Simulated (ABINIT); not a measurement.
## BaZrSe3 (P1): G0W0 in ABINIT against the bands in the self-energy

Aim: move the bands in the self-energy of a G0W0 run on BaZrSe3 (P1) over a wide range.

Program: ABINIT 10.8.3. Level of theory: PBEsol and many-body steps on it, plane waves. Results are calculated unless marked as measured.

Report form: the programs' logs are mostly left out.

### Step 1. The structure

The structure is triclinic, space group P1 (No. 1). The conventional cell has a = 5.287 Å, b = 5.296 Å, c = 5.309 Å, α = 89.89°, β = 89.91°, γ = 89.96°. Ba has 12 Se at 3.63 to 3.88 Å nearest. Nearest to Zr lie 6 Se at 2.57 to 2.75 Å. Se has 2 Zr at 2.61 to 2.70 Å and 4 Ba at 3.69 to 3.80 Å nearest. Se has 2 Zr at 2.62 to 2.69 Å and 4 Ba at 3.63 to 3.88 Å nearest. Se has 2 Zr at 2.57 to 2.75 Å and 4 Ba at 3.71 to 3.77 Å nearest. Farther neighbours and most contacts between anions are not listed.

The cell and positions are those that the Materials Project relaxed with its own functionals (PBE, PBE+U or r2SCAN), kept fixed. Spin-orbit coupling is left out unless a step names it.

### Step 2. Screening, 2×2×2 mesh, 276 bands, screening to 176.9 eV

This step: ABINIT 10.8.3; RPA screening on PBEsol, plane waves, norm-conserving pseudopotentials.

The RPA dielectric matrix is built and inverted for each q.

run.abi

```
acell 3*1.0 Angstrom
rprim 
  5.287383000000 -0.000000000000 -0.000000000000
  0.003576000000 5.296392000000 -0.000000000000
  0.007950000000 0.010054000000 5.309462000000
ntypat 3
znucl 56 40 34
natom 5
typat 1 2 3 3 3
xred 
  0.998643000000 0.998478000000 0.998673000000
  0.476578000000 0.490069000000 0.476727000000
  0.488317000000 0.998506000000 0.502693000000
  0.983845000000 0.511636000000 0.518540000000
  0.492614000000 0.501310000000 0.993370000000
pp_dirpath "pseudos"
pseudos "Ba.upf, Zr.upf, Se.upf"
ecut 39
ngkpt 2 2 2
nshiftk 1
shiftk 0 0 0
kptopt 1
chksymbreak 0
istwfk *1
occopt 1
irdwfk 1
optdriver 3
nband 276
ecuteps 6.5
inclvkb 2
awtr 1
symchi 1
indata_prefix "in"
outdata_prefix "out"
tmpdata_prefix "tmp"
```

Started as:

```bash
$ OMP_NUM_THREADS=1 mpirun -n 8 abinit run.abi > log
```

Elapsed: 3.1 min, on 8 MPI ranks of Arm Neoverse V2, shared host; peak memory 5.9 GiB.

This step gave:

```
ε∞ with local fields, on this mesh, along the program's q direction : 24.47
the same without local fields                                       : 31.10
plasma frequency                                                    : 25.48 eV
plane waves in the screening matrix                                 : 773
```

Local fields lower ε∞ by 21 %. On a Γ-centred mesh this coarse the value itself is usually too large, while a short band sum pulls it down.

### Step 3. 43 bands

This step: G0W0 on PBEsol, plane waves, norm-conserving pseudopotentials.

run.abi, as its differences from that of step 2:

```diff
@@ -26,8 +26,17 @@
 irdwfk 1
-optdriver 3
-nband 276
+optdriver 4
+nband 43
+gwcalctyp 0
+ecutsigx 39
+symsigma 1
+nkptgw 2
+kptgw 
+  0.5000000000 0.5000000000 0.5000000000
+  0.0000000000 0.0000000000 0.0000000000
+bdgw 
+  34 37
+  34 37
 ecuteps 6.5
-inclvkb 2
-awtr 1
-symchi 1
+irdscr 1
+ppmodel 1
 indata_prefix "in"
```

Run time: 14 s. Hardware: 8 MPI ranks; peak memory 4 GiB; 1.8 min of CPU time.

This step gave:

| Item | Value |
| --- | --- |
| G0W0 gap on the points computed | 1.443 eV |
| starting gap on the mesh | 0.1573 eV |
| k of the valence top | 0.5, 0.5, 0.5 |
| k of the conduction bottom | 0, 0, 0 |
| Z at the valence top | 0.811 |
| Z at the conduction bottom | 0.812 |
| least direct G0W0 gap on the computed points | 1.892 eV |

### Step 4. 56 bands

run.abi, as its differences from that of step 3:

```diff
@@ -27,3 +27,3 @@
 optdriver 4
-nband 43
+nband 56
 gwcalctyp 0
```

The job ended after 15 s (8 MPI ranks; peak memory 4 GiB).

Numbers from this step:

| Quantity | Value |
| --- | --- |
| G0W0 gap on the points computed | 1.384 eV |
| starting gap on the mesh | 0.1573 eV |
| k of the valence top | 0.5, 0.5, 0.5 |
| k of the conduction bottom | 0, 0, 0 |
| Z at the valence top | 0.8 |
| Z at the conduction bottom | 0.799 |
| least direct G0W0 gap on the computed points | 1.900 eV |

### Step 5. 96 bands

The self-energy is evaluated for the states that the input lists, and the levels follow from it, in one-shot runs by the linearised quasiparticle equation.

run.abi, as its differences from that of step 4:

```diff
@@ -27,3 +27,3 @@
 optdriver 4
-nband 56
+nband 96
 gwcalctyp 0
```

The job ended after 22 s (8 MPI ranks; peak memory 4.1 GiB).

This step gave:

```yaml
g0w0_gap_on_the_points_computed: 1.570 eV
starting_gap_on_the_mesh: 0.1573 eV
k_of_the_valence_top: 0.5, 0.5, 0.5
k_of_the_conduction_bottom: 0, 0, 0
least_direct_g0w0_gap_on_the_computed_points: 2.044 eV
```

The gap on the mesh goes from 0.16 eV to 1.57 eV, a correction of +1.41 eV.

### Step 6. 176 bands

run.abi, as its differences from that of step 5:

```diff
@@ -27,3 +27,3 @@
 optdriver 4
-nband 96
+nband 176
 gwcalctyp 0
```

Wall time 37 s (8 MPI ranks); peak memory 4.8 GiB.

This step gave:

```yaml
g0w0_gap_on_the_points_computed: 1.579 eV
starting_gap_on_the_mesh: 0.1573 eV
k_of_the_valence_top: 0.5, 0.5, 0.5
k_of_the_conduction_bottom: 0, 0, 0
least_direct_g0w0_gap_on_the_computed_points: 2.060 eV
```

Against the run before, the gap moves by +0.009 eV.

### Step 7. 276 bands

run.abi, as its differences from that of step 6:

```diff
@@ -27,3 +27,3 @@
 optdriver 4
-nband 176
+nband 276
 gwcalctyp 0
```

Elapsed: 56 s, on 8 MPI ranks; peak memory 5.7 GiB; 7.4 min of CPU time.

Numbers from this step:

- G0W0 gap on the points computed: 1.576 eV
- starting gap on the mesh: 0.1573 eV
- k of the valence top: 0.5, 0.5, 0.5
- k of the conduction bottom: 0, 0, 0
- least direct G0W0 gap on the computed points: 2.064 eV

Against the run before, the gap moves by −0.003 eV.

### Step 8. Side by side

Times are wall times on 8 MPI ranks of Arm Neoverse V2, shared host, good to a factor of about two. A run's time includes the screening step that it read.

```tsv
run	mesh	bands	screening cutoff (eV)	DFT gap (eV)	gap on the mesh (eV)	direct (eV)	ε∞ used	time
43 bands	2×2×2	43	176.9	0.157	1.443	1.892	24.47	3.4 min
56 bands	2×2×2	56	176.9	0.157	1.384	1.900	24.47	3.4 min
96 bands	2×2×2	96	176.9	0.157	1.570	2.044	24.47	3.5 min
176 bands	2×2×2	176	176.9	0.157	1.579	2.060	24.47	3.8 min
276 bands	2×2×2	276	176.9	0.157	1.576	2.064	24.47	4.1 min
```

### Step 9. Results

```
43 bands     : 1.443 eV
56 bands     : 1.384 eV
96 bands     : 1.570 eV
176 bands    : 1.579 eV
276 bands    : 1.576 eV
known limits : not at the basis limit; exchange with frozen shells missing; no spin-orbit coupling; coarse k mesh
```

In words: The setting moved: bands in the self-energy. From 43 bands to 276 bands the gap moves by +0.13 eV, not steadily: it passes through 1.38 eV. It holds to 0.03 eV from 96 bands on. Bands and screening cutoff are coupled, so a series along one setting does not show full convergence. Bands and cutoff are finite, so the gap is not at the basis limit. The miss can reach some tenths of an eV and take either sign; the mesh is an error of its own. In the G0W0 runs levels were corrected at 2 k points alone, so a gap called «on the mesh» is the least over those, and an edge elsewhere would be missed. The 2×2×2 mesh is coarse for this cell, which bears on the long-range parts of exchange and screening. The norm-conserving file of at least one element keeps a d shell over frozen s and p shells of the same row. Exchange with those shells is missing from the self-energy, an error of 0.3 to 0.9 eV in cases checked, whose sign depends on which edge lies on those atoms. The many-body steps are scalar-relativistic: spin-orbit coupling is not in them.

[Paths, hosts, dates, memory and timing lines, banners, echoed tables and standing remarks are left out of the program output.]

[Logs are printed without paths, hosts, clocks, repeated set-up lines and the standing remarks that a program may print on its own settings, such as how far it seeks lower states.]

[Runs of the session that timed out or met a known fault of the program may be left out.]

[Hosts, paths, dates, database ids (printed as entryN), source tags and the programs' standing remarks are cut or masked in the printed files.]

[G0W0 gaps are taken among the corrected bands and points alone; a level outside them can change the order at an edge.]

[Where Ansatz stands beside ABINIT at settings called matched, ABINIT's density can come from a denser mesh and the files from another edition; pairs whose starting gaps differed by over 0.03 eV were left out, so agreement reads better than it is.]
